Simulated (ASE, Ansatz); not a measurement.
## Generalised stacking fault on (112) of a Nb-Li solid solution (54 atoms): a single point

Aim: energy, forces and density of states of generalised stacking fault on (112) of a Nb-Li solid solution (54 atoms) at a fixed geometry.

Main program and level: Ansatz 0.2.0; Kohn-Sham DFT, r2SCAN, PAW (set soft_2), plane waves.

### Step 1. Set-up

The cell holds 54 atoms: 30 Nb and 24 Li. Its edges and angles: a = 8.820 Å, b = 4.801 Å, c = 25.152 Å, α = 90.0°, β = 88.9°, γ = 90.0°. It derives from Nb and Li. Bcc Nb lattice (a = 3.3949 Å, the value set for the mixture), cell with z along [112], 3 x 1 x 3 periods; the third cell vector is tilted by 0.167 of 1/2<111> (its sense, twinning or antitwinning, isn't checked) and lengthened by 0.2 Å, so the cell holds one fault; displaced by a Gaussian of 0.01 Å; 24 of 54 Nb sites given to Li at random (lattice constant by Vegard's rule between Nb and Li).

What the set-up can't give: The cell is under 6 Å thick along one periodic direction, so every atom has periodic images of itself close by, which move with it and show among its neighbours and in g(r). The host structure and its lattice constant were typed by rule, without a check against the phase diagram.

### Step 2. Plane-wave single point

The electrons are solved once, with the atoms held.

Contents of input.yaml:

```yaml
crystal:
  lattice:
    - [8.82021, 0.0, 0.0]
    - [0.0, 4.80111, 0.0]
    - [0.49005, 0.0, 25.14732]
  atoms:
    - { symbol: Nb, position: [0.61313, 0.99947, 0.99218] }
    - { symbol: Nb, position: [0.27701, 0.00111, 0.99115] }
    - { symbol: Li, position: [0.94597, 0.00176, 0.9917] }
    - { symbol: Nb, position: [0.77575, 0.49721, 0.05379] }
    - { symbol: Nb, position: [0.44201, 0.50134, 0.05439] }
    - { symbol: Li, position: [0.1088, 0.50079, 0.05474] }
    - { symbol: Li, position: [0.88205, 0.00146, 0.10948] }
    - { symbol: Li, position: [0.54821, 0.00013, 0.11046] }
    - { symbol: Nb, position: [0.2146, 0.99986, 0.11033] }
    - { symbol: Nb, position: [0.65816, 0.49904, 0.16508] }
    - { symbol: Li, position: [0.32667, 0.5014, 0.16508] }
    - { symbol: Li, position: [0.99054, 0.49827, 0.1651] }
    - { symbol: Nb, position: [0.76621, 0.99869, 0.22063] }
    - { symbol: Nb, position: [0.4325, 0.00201, 0.21994] }
    - { symbol: Li, position: [0.09794, 0.99825, 0.21994] }
    - { symbol: Li, position: [0.874, 0.50004, 0.27551] }
    - { symbol: Li, position: [0.5399, 0.49971, 0.27512] }
    - { symbol: Li, position: [0.20555, 0.50076, 0.27439] }
    - { symbol: Li, position: [0.64809, 0.00071, 0.33064] }
    - { symbol: Li, position: [0.3149, 0.00508, 0.33017] }
    - { symbol: Li, position: [0.9825, 0.99838, 0.3307] }
    - { symbol: Nb, position: [0.75676, 0.50104, 0.38487] }
    - { symbol: Nb, position: [0.42391, 0.49757, 0.3858] }
    - { symbol: Li, position: [0.08817, 0.49898, 0.38556] }
    - { symbol: Nb, position: [0.86489, 0.00098, 0.44071] }
    - { symbol: Nb, position: [0.53071, 0.00081, 0.44102] }
    - { symbol: Li, position: [0.19632, 0.00361, 0.44099] }
    - { symbol: Nb, position: [0.63823, 0.501, 0.49625] }
    - { symbol: Nb, position: [0.30542, 0.4988, 0.49601] }
    - { symbol: Li, position: [0.97116, 0.50142, 0.49596] }
    - { symbol: Nb, position: [0.74729, 0.99869, 0.55094] }
    - { symbol: Nb, position: [0.41235, 0.00473, 0.54988] }
    - { symbol: Nb, position: [0.08031, 0.00037, 0.55086] }
    - { symbol: Nb, position: [0.85541, 0.50211, 0.60604] }
    - { symbol: Li, position: [0.52119, 0.50218, 0.6064] }
    - { symbol: Li, position: [0.1876, 0.50218, 0.60614] }
    - { symbol: Nb, position: [0.62917, 0.99371, 0.6612] }
    - { symbol: Li, position: [0.29728, 0.99922, 0.66148] }
    - { symbol: Li, position: [0.96334, 0.00199, 0.66046] }
    - { symbol: Nb, position: [0.7382, 0.49864, 0.71581] }
    - { symbol: Li, position: [0.40653, 0.50163, 0.71604] }
    - { symbol: Nb, position: [0.07243, 0.50192, 0.71598] }
    - { symbol: Nb, position: [0.84699, 0.99908, 0.77107] }
    - { symbol: Nb, position: [0.51348, 0.99828, 0.77183] }
    - { symbol: Nb, position: [0.18089, 0.00102, 0.77176] }
    - { symbol: Nb, position: [0.62141, 0.50165, 0.82658] }
    - { symbol: Nb, position: [0.28539, 0.50277, 0.82574] }
    - { symbol: Li, position: [0.95372, 0.50352, 0.82697] }
    - { symbol: Nb, position: [0.72728, 0.00143, 0.88108] }
    - { symbol: Nb, position: [0.39614, 0.00151, 0.88147] }
    - { symbol: Nb, position: [0.06007, 0.00062, 0.88076] }
    - { symbol: Nb, position: [0.8368, 0.49809, 0.93645] }
    - { symbol: Li, position: [0.50258, 0.50147, 0.93643] }
    - { symbol: Li, position: [0.17019, 0.50072, 0.93671] }
kpoints:
  mp_grid: { grid: [2, 4, 1] }
hamiltonian:
  xc: r2scan
scf:
  occupations: { method: fermi_dirac, width: 0.1 }
output:
  forces: true
  stress: true
  populations: true
  dos:
    method: { smearing: { sigma: 0.1 } }
    de: 0.1
    projected: { site_lists: { Li: [Li], Nb: [Nb] } }
  eigenvalues: true
  write_density: true
  write_potential: true
  volumetric_format: npy
```

Started as:

```
$ ansatz run input.yaml --threads 8 --pin off --max-ram 15872MiB --backend cpu --events-out ev --progress --plain --runs-dir out
```

What it wrote:

```text
Engine: ansatz 0.2.0, aarch64-unknown-linux-gnu
Pseudopotentials: kind: paw
Pseudopotential: Nb, paw, valence charge 13, recommended cutoff 500 eV (meta_gga), Nb.paw.azcp
Pseudopotential: Li, paw, valence charge 3, recommended cutoff 500 eV (meta_gga), Li.paw.azcp
[... 6 lines on functional and potentials left out ...]
Crystal: 54 atoms, lattice volume = 1064.908 Å³
Basis set: ecut = 500 eV, 27043 PW (Γ), exchange–correlation on 288×144×768 points (64 copies of the dense FFT grid, shifted against one another)
Bands: 285, of which v1, the nominal top of the filled ones, is band 231 counted from 1 (230 counted from 0)
Symmetry: 1 space group operations
Space group: P1 (ITA 1), of the structure as read, at distance tolerance 1.0e-4 Å
k-points: 6 of 8 (time reversal used)
[... 6 lines on functional and potentials left out ...]
Initial density: superposition of atomic densities (neutral atoms: chi_scale 0, normalization atom), corrected by the library's trained network
Initial wavefunctions: pseudopotential atomic-orbital guess
Functional: x = r2scan, c = r2scan; τ floored in thin density (d = 2e-4 eV/Å³)
SCF iter   1: F=—  HF=-141802.149012 eV  |F-HF|=—  |Δ(HF+E_count)|=         —  Δρ=1.11e-2  dr2=3.58e1  dr2_τ=4.41e-1  ethr=1.77e-3  ⟨swp⟩=11.0  Hψ=8023  notcnv=0
preconditioner: auto → Kerker (q_TF=auto, 2.374 Å⁻¹)  [metal: Δε(μ)=0.011 eV  Ē_g=2.727 eV  σ=0.100 eV  W_gap=0.03  n_scr=236 (ndim 8)  ℏωp=15.0 eV  f_vac=0.000  D(μ)=60.41/eV (n_scr^D=606)]
SCF iter   2: F=—  HF=-141802.209161 eV  |F-HF|=—  |Δ(HF+E_count)|=   6.01e-2  Δρ=7.23e-3  dr2=5.46e0  dr2_τ=2.47e-1  ethr=1.77e-3  ⟨swp⟩=2.3  Hψ=2146  notcnv=0
SCF iter   3: F=—  HF=-141802.181105 eV  |F-HF|=—  |Δ(HF+E_count)|=   2.81e-2  Δρ=3.56e-3  dr2=1.55e0  dr2_τ=1.89e-2  ethr=1.18e-3  ⟨swp⟩=1.2  Hψ=1711  notcnv=0
SCF iter   4: F=—  HF=-141802.194024 eV  |F-HF|=—  |Δ(HF+E_count)|=   1.29e-2  Δρ=3.20e-3  dr2=7.49e-1  dr2_τ=2.93e-2  ethr=3.36e-4  ⟨swp⟩=1.0  Hψ=1710  notcnv=0
SCF iter   5: F=—  HF=-141802.175552 eV  |F-HF|=—  |Δ(HF+E_count)|=   1.85e-2  Δρ=8.11e-4  dr2=8.34e-2  dr2_τ=1.83e-3  ethr=1.62e-4  ⟨swp⟩=1.2  Hψ=1754  notcnv=0
SCF iter   6: F=—  HF=-141802.176421 eV  |F-HF|=—  |Δ(HF+E_count)|=   8.69e-4  Δρ=5.87e-4  dr2=1.51e-2  dr2_τ=1.27e-3  ethr=1.81e-5  ⟨swp⟩=1.0  Hψ=1710  notcnv=0
SCF iter   7: F=—  HF=-141802.176301 eV  |F-HF|=—  |Δ(HF+E_count)|=   1.20e-4  Δρ=2.63e-4  dr2=3.98e-3  dr2_τ=1.87e-4  ethr=3.26e-6  ⟨swp⟩=1.7  Hψ=1783  notcnv=0
SCF iter   8: F=—  HF=-141802.176392 eV  |F-HF|=—  |Δ(HF+E_count)|=   9.05e-5  Δρ=1.65e-4  dr2=2.61e-3  dr2_τ=4.77e-5  ethr=8.61e-7  ⟨swp⟩=1.3  Hψ=1716  notcnv=0
SCF iter   9: F=—  HF=-141802.176423 eV  |F-HF|=—  |Δ(HF+E_count)|=   3.10e-5  Δρ=1.14e-4  dr2=9.96e-4  dr2_τ=4.47e-5  ethr=5.65e-7  ⟨swp⟩=1.2  Hψ=1758  notcnv=0
SCF iter  10: F=—  HF=-141802.176416 eV  |F-HF|=—  |Δ(HF+E_count)|=   6.86e-6  Δρ=4.53e-5  dr2=1.82e-4  dr2_τ=8.26e-6  ethr=2.16e-7  ⟨swp⟩=1.3  Hψ=1721  notcnv=0
SCF iter  11: F=—  HF=-141802.176413 eV  |F-HF|=—  |Δ(HF+E_count)|=   2.41e-6  Δρ=2.80e-5  dr2=1.30e-5  dr2_τ=5.79e-7  ethr=3.94e-8  ⟨swp⟩=1.0  Hψ=1710  notcnv=0
SCF iter  12: F=—  HF=-141802.177918 eV  |F-HF|=—  |Δ(HF+E_count)|=   1.50e-3  Δρ=1.78e-5  dr2=1.16e-5  dr2_τ=6.81e-7  ethr=2.82e-9  ⟨swp⟩=2.0  Hψ=2226  notcnv=0
SCF iter  13: F=—  HF=-141802.177919 eV  |F-HF|=—  |Δ(HF+E_count)|=   7.37e-7  Δρ=1.15e-5  dr2=6.97e-6  dr2_τ=3.66e-7  ethr=2.52e-9  ⟨swp⟩=2.0  Hψ=2056  notcnv=0
SCF iter  14: F=—  HF=-141802.177919 eV  |F-HF|=—  |Δ(HF+E_count)|=   5.07e-8  Δρ=7.28e-6  dr2=3.54e-6  dr2_τ=1.95e-7  ethr=1.51e-9  ⟨swp⟩=2.0  Hψ=1931  notcnv=0
SCF iter  15: F=—  HF=-141802.177919 eV  |F-HF|=—  |Δ(HF+E_count)|=   1.63e-8  Δρ=2.92e-6  dr2=1.77e-7  dr2_τ=1.31e-8  ethr=7.66e-10  ⟨swp⟩=1.0  Hψ=1710  notcnv=0
SCF iter  16: F=—  HF=-141802.177919 eV  |F-HF|=—  |Δ(HF+E_count)|=   4.77e-8  Δρ=2.33e-6  dr2=2.43e-7  dr2_τ=1.08e-8  ethr=2.16e-11  ⟨swp⟩=8.8  Hψ=9095  notcnv=0
SCF iter  17: F=-141802.177919 eV  HF=-141802.177919 eV  |F-HF|=5.80e-8  |Δ(HF+E_count)|=   1.37e-8  Δρ=1.47e-6  dr2=7.98e-8  dr2_τ=4.65e-9  ethr=2.16e-11  ⟨swp⟩=6.0  Hψ=8871  notcnv=0
SCF 1 converged in 17 iterations: F = -141802.177919 eV  dr2 = 7.98e-8
  greatest PAW one-centre occupation: 1.000 electrons in one spin orbital (limit 2), on the Nb atom at site 48 (counted from 0), in its partial waves of l = 0
SCF converged after 17 iterations
Free energy (F): -141802.177919 eV
Harris-Foulkes:  -141802.177919 eV  (|F-HF|=5.80e-8)
Internal energy: -141800.214415 eV  (E = F + TS)
E sigma→0 (E₀):  -141801.196167 eV
Entropy (-TS):   -1.963504 eV (-36.361 meV/atom)
Fermi energy:    9.200422 eV
--- Per-component energies (eV) ---
  E_band       = -7391.366252
  E_kinetic    = 12164.327428
  E_local      = -53548.483957  (includes V_loc(G=0)·N_el)
  E_nonlocal   = 2803.429286
  E_hartree    = 20834.661179
  E_xc         = -5246.117688
  E_vxc        = -7324.594987  (∫ρ·V_xc dr)
  E_paw        = -93226.713936  (= ΣΔE_a)
  E_vpaw       = -3619.971487  (= ΣTr[D̂ρ^β])
  E_aug_tail   = -0.002358  (compensation charges beyond the density's cutoff)
  E_vtau       = 464.608224  (kinetic-family band-sum trace: ∫τ·v_τ [+ j·A + Jᵃ·Aᵃ] dr)
  E_ewald      = -25575.541446
  E_core_change = -5.772921  (= ΣΔE_core)
  E_smearing   = -1.963504  (= −TS)
  E_closure    = 0.000000  (closes the sum)
  Σ components = -141802.177919   (vs F -141802.177919, Δ=0.00e0)
--- Forces (eV/Å), atoms counted from 1 ---
  atom   1  Nb    -0.08456026     0.02401705     0.21416366
  atom   2  Nb     1.51484392    -0.00755323     1.20259073
  atom   3  Li     0.00737769    -0.03679871     0.30114952
  atom   4  Nb    -1.94593831     0.04949753    -0.88626356
  atom   5  Nb     0.13582424    -0.01301250    -0.31922585
  atom   6  Li     0.00027369    -0.00625697    -0.29899426
  atom   7  Li    -0.25243137    -0.04175423     0.03100540
  atom   8  Li     0.30942545     0.00145683    -0.08144261
  atom   9  Nb     1.80997003     0.02135907    -1.10185405
  atom  10  Nb    -0.48138477    -0.01335769     0.12731329
  atom  11  Li    -0.23493846    -0.00562048     0.03952280
  atom  12  Li     0.05930035     0.01024670    -0.12152079
  atom  13  Nb    -2.17701220     0.01828232    -1.06719315
  atom  14  Nb     1.95927746    -0.00969531    -1.33635371
[...]
atom  53  Li    -0.17610766    -0.01150035     0.09083633
  atom  54  Li     0.20473778     0.00135323     0.10850815
  max |Σ_I F_I| component: 1.28e-4 eV/Å
--- Stress (GPa, compression-positive) ---
      -11.418662       0.023607       0.129473
        0.023607     -10.658366       0.040330
        0.129473       0.040330     -10.566638
  P = ⅓ Tr σ = -10.8812 GPa (-108.812 kbar)
--- Band table (eV; the first three rows and the last of 6) ---
  k-point 0: bands = ["-47.7410", "-47.7264", "-47.7102", "-47.5845", [... 269 levels ...], "11.1601", "11.2052", "11.2557", "11.2831", "11.3686", "11.3849", "11.4203", "11.4932", "11.5394", "11.5952", "11.6452", "11.7267"]
[...]
--- Löwdin populations: 54 sites ---
  site symbol       q [e]
     0     Nb     12.9503
     1     Nb     13.1804
     2     Li      2.6457
[...]
53     Li      2.6412
  spilling = 0.008925 (of n_electrons = 462.000000)
```

Run time: 1.8 min. Hardware: 8 threads of Arm Neoverse V2, shared host; peak memory 8.6 GiB; 14 min of CPU time.

The run gave:

- free energy: -141802.1779 eV
- free energy per atom: -2625.9663 eV/atom
- SCF cycles: 17
- pressure: -10.88 GPa
- r.m.s. force component: 0.5433 eV/Å
- longest force: 2.594 eV/Å
- Fermi energy: 9.2 eV
- levels partly filled by over 2 per cent: 131
- spilling of the projection: 0.008925

Length of the force by element:

```tsv
element	coordination	atoms	mean length of the force (eV/Å)	spread	least	most
Li	all	24	0.226	0.0838	0.0748	0.369
Nb	all	30	0.966	0.784	0.155	2.59
```

Density of states as counts of states in windows of 1 eV (from the Fermi level), total and the larger projections:

```tsv
from (eV)	to (eV)	total	Nb d	Nb s	Li s
-18	-6	0.0	0.0	0.0	0.0
-6	-5	0.8	0.0	0.7	0.1
-5	-4	5.2	0.2	3.7	1.1
-4	-3	12.3	2.6	6.9	2.5
-3	-2	34.4	22.7	6.7	4.3
-2	-1	58.3	48.9	3.9	4.1
-1	0	63.8	54.3	2.9	3.4
0	1	49.0	38.4	2.8	2.7
```

About 287 of the 462 electrons lie in deeper levels, below the stored range.

The levels nearest the highest filled one (over half full), pooled over k-points and spins:

```tsv
level less the highest filled one (eV)	occupation
-0.028	1.17
-0.0263	1.16
-0.0218	1.14
-0.0103	1.08
-0.0025	1.04
0	1.03
0.0177	0.943
0.0225	0.919
0.0329	0.867
0.0335	0.864
0.0335	0.864
0.0404	0.831
```

Valence density in the ca plane at fractional y = 0.000, with atoms of Nb and Li within 0.2 Å of it. It is the smooth field of the valence electrons, not physical close to the nuclei.

Ten even steps from '0' (0.0 e/Å³) to '9' (7.6 e/Å³), each cell a mean:
```
40000000000000000000006810000011000000000000
40000003200000000000001100000344100000000000
00000018600000000000000000001566300000000000
00000003300000232000000000001566300001110000
00000000000002565200000000000244200014531000
00000000000002666200000000000011000036662000
00000000000001465100000000000000000025652000
31000000000000121000004510000000000002421000
63000000000000000000006820000011000000000001
63000002200000000000001100000244100000000000
41000018710000000000000000001566300000000000
10000003300000232000000000001566400001110000
00000000000002565200000000000244200014531000
00000000000002666200000000000011000036652000
00000000000001464100000000000000000026652000
31000000000000121000004510000000000013420000
63000012210000000000006810000000000000000000
63000135530000000000001100000000000000000000
41000156641000000000000000000175000000000000
10000146530000000000000000000175000001110000
00000012210000151000000000000010000014541000
00000000000000394000000000000000000026662000
00000000000000131000000000000000000025652000
00000000000000000000004610000000000013420000
```
Columns run along c (16.0 Å, from fractional 0.00 to 0.64 of the cell), rows up along a (8.8 Å). Atoms in or near the plane, at fractional coordinates: Li at (0.11, 0.88), Li at (0.11, 0.55), Nb at (0.11, 0.21), Nb at (0.22, 0.77), Nb at (0.22, 0.43), Li at (0.22, 0.10), Li at (0.33, 0.65), Li at (0.33, 0.31), Li at (0.33, 0.98), Nb at (0.44, 0.86), Nb at (0.44, 0.53), Li at (0.44, 0.20), Nb at (0.55, 0.75), Nb at (0.55, 0.41) and more.

Electrostatic potential energy in the ca plane at fractional y = 0.000, with atoms of Nb and Li within 0.2 Å of it. With pseudopotentials it is smooth inside the atoms' cores, unlike the true potential.

Ten even steps from '0' (-76 eV) to '9' (12 eV), each cell a mean:
```
89998778999987899997557999988899998667999975
99985235899999999998668999854579999989999975
99973003799999999999889998620158999999999987
99973003799876789999999998510048998888999999
99985335899632369999999999631258986446899999
99998778998510158999889999865689974103799999
99999999998510158997657999998899973002699987
99999999999753479984114799999999985214799742
99998778999988899973002699988899998667998610
99985335899999999984103799864579999999999620
99973003799999999997446899620158999999999742
99973003799876789999888998510048998878999987
99985335898632379999999999631258986445899999
99998778998500158999999999865689974002799999
99999999998510158999999999998899973002699987
99999999999743479998778999999999985214799743
99999999999987899997557999988899998667998610
99999889999999999998668999854579999999998610
99998668999999999999889999620158999999999742
99998668999876789999999998510048998888999976
99999779999631368999999999631258986446899999
99999999998510058999999999865689974003799999
99999999998510158999999999998999973002699999
99999999999753479998778999999999985214799987
```
Columns run along c (16.0 Å, from fractional 0.36 to 1.00 of the cell; values clipped at the 3rd and 97th percentile), rows up along a (8.8 Å). Atoms in or near the plane, at fractional coordinates: Nb at (0.99, 0.61), Nb at (0.99, 0.28), Li at (0.99, 0.95), Nb at (0.44, 0.86), Nb at (0.44, 0.53), Li at (0.44, 0.20), Nb at (0.55, 0.75), Nb at (0.55, 0.41), Nb at (0.55, 0.08), Nb at (0.66, 0.63), Li at (0.66, 0.30), Li at (0.66, 0.96), Nb at (0.77, 0.85), Nb at (0.77, 0.51) and more.

Within 0.4 eV of the Fermi level the largest share is Nb d (87 % of the projected weight).

### Step 3. Distances and neighbours

These statistics describe the geometry on which the runs were made.

Density 4.61 g/cm³, 19.72 Å³ an atom.

g(r), total and by pair (bins of 0.1 Å):

```tsv
r (Å)	total	Nb-Nb	Nb-Li	Li-Li
2.75	0.00	0.00	0.00	0.00
2.85	0.07	0.23	0.00	0.00
2.95	13.80	13.30	14.20	13.30
3.05	0.32	0.21	0.26	0.64
3.15	0.00	0.00	0.00	0.00
3.25	0.67	1.09	0.45	0.57
3.35	4.95	5.29	4.13	6.46
3.45	2.63	2.89	2.61	2.26
3.55	0.00	0.00	0.00	0.00
3.65	0.00	0.00	0.00	0.00
3.75	0.00	0.00	0.00	0.00
3.85	0.24	0.00	0.48	0.00
3.95	0.00	0.00	0.00	0.00
4.05	0.00	0.00	0.00	0.00
4.15	0.00	0.00	0.00	0.00
4.25	0.00	0.00	0.00	0.00
4.35	0.00	0.00	0.00	0.00
4.45	0.00	0.00	0.00	0.00
4.55	0.17	0.18	0.12	0.28
4.65	0.00	0.00	0.00	0.00
4.75	2.80	3.06	2.63	2.84
4.85	4.59	5.99	2.68	7.20
4.95	0.19	0.46	0.05	0.12
5.05	0.23	0.00	0.33	0.35
5.15	0.00	0.00	0.00	0.00
5.25	0.25	0.27	0.34	0.00
5.35	0.00	0.00	0.00	0.00
5.45	0.00	0.00	0.00	0.00
5.55	0.53	0.55	0.61	0.29
5.65	10.60	10.20	11.00	10.30
5.75	0.00	0.00	0.00	0.00
5.85	3.05	3.17	2.93	3.15
5.95	0.58	0.64	0.54	0.59
6.05	0.29	0.41	0.13	0.48
6.15	0.28	0.10	0.44	0.16
6.25	0.00	0.00	0.00	0.00
6.35	0.00	0.00	0.00	0.00
6.45	0.00	0.00	0.00	0.00
6.55	0.04	0.04	0.03	0.07
6.65	0.12	0.13	0.08	0.20
6.75	1.38	1.27	1.51	1.22
6.85	0.36	0.40	0.33	0.38
6.95	0.00	0.00	0.00	0.00
7.05	0.07	0.00	0.14	0.00
```

The surroundings of Li11, picked at random, nearest first, numbered as they follow in the input and with coordinates relative to it.

```tsv
atom	x	y	z	distance (Å)	Fx	Fy	Fz (eV/Å)
Li11	0.00	0.00	0.00	0.00	-0.23	-0.01	0.04
Nb10	2.92	-0.01	0.00	2.92	-0.48	-0.01	0.13
Nb14	0.96	-2.40	1.38	2.93	1.96	-0.01	-1.34
Li18	-1.01	0.00	2.75	2.93	0.17	0.00	-0.09
Nb14	0.96	2.40	1.38	2.93	1.96	-0.01	-1.34
Nb9	-1.02	2.39	-1.38	2.94	1.81	0.02	-1.10
Nb5	0.96	0.00	-2.78	2.95	0.14	-0.01	-0.32
Nb9	-1.02	-2.41	-1.38	2.95	1.81	0.02	-1.10
Li12	-2.96	-0.02	0.00	2.96	0.06	0.01	-0.12
Li8	1.93	2.39	-1.37	3.37	0.31	0.00	-0.08
Li8	1.93	-2.41	-1.37	3.38	0.31	0.00	-0.08
Li17	1.93	-0.01	2.77	3.38	0.23	0.02	0.00
Li15	-1.99	2.39	1.38	3.40	0.12	0.01	0.01
Li6	-1.98	0.00	-2.77	3.41	0.00	-0.01	-0.30
Li15	-1.99	-2.42	1.38	3.42	0.12	0.01	0.01
```

### Step 4. Results

```json
{
  "free energy per atom": "-2625.9663 eV/atom",
  "density": "4.606 g/cm³",
  "pressure": "-10.88 GPa",
  "r.m.s. force component": "0.5433 eV/Å",
  "wall time of the 1 DFT run": "1.8 min"
}
```

In words: 131 levels are partly filled, by over 2 % (on the run's k-points), as in a metal.

What to keep in mind: The geometry was built by rule, was displaced at random and isn't relaxed at this level: its force components are 0.54 eV/Å r.m.s. The pressure of -11 GPa shows the cell to be stretched for this functional.

[Logs are printed without paths, hosts, clocks, repeated set-up lines and the standing remarks that a program may print on its own settings, such as how far it seeks lower states.]

[Hosts, paths, dates, database ids (printed as entryN), source tags and the programs' standing remarks are cut or masked in the printed files.]
